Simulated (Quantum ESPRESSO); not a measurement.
# Energy and gap at +3 % biaxial strain: In2O2, 1 layer

How the rows were computed: Quantum ESPRESSO 7.5 driven by ASE, PBE, GBRV ultrasoft, ESM (bc1); atomic heights clamped; cell area 10.299 Å² at zero strain.

```tsv
strain (%)	energy (meV a cell)	gap on the mesh (eV)
−3	112.76	0.314
−1.5	23.06	0.336
0	0.00	0.350
+1.5	34.41	0.358
```

One more run was made and is withheld. What are energy and gap at +3 %, and how stiff is the sheet?

By hand: About zero, E'' = (23.06 + 34.41 − 2 × 0.00)/1.5² = 25.54 meV per %² and E' = (34.41 − 23.06)/3 = 3.78 meV per %. With E = A K ε², where K = (C11 + C22)/2 + C12 (C11 + C12 for a hexagonal sheet), K = 25.54 × 10/(2 × 10.299) × 16.02 = 199 N/m. The parabola gives E(+3 %) = 0.00 + 3 × (3.78) + 4.5 × 25.54 = 126.3 meV. Continuing the last slope, the gap is 2 × 0.358 − 0.350 = 0.366 eV.

What the calculation gave: E = 118.3 meV and the gap 0.360 eV. The parabola misses by +8.0 meV, too high, since bonds soften under tension. The gap's line misses by +0.006 eV.

**Limits.** Clamped heights stiffen sheets with several planes. Semilocal gap, no spin-orbit coupling.

[Logs are printed without paths, hosts, clocks, repeated set-up lines and the standing remarks that a program may print on its own settings, such as how far it seeks lower states.]
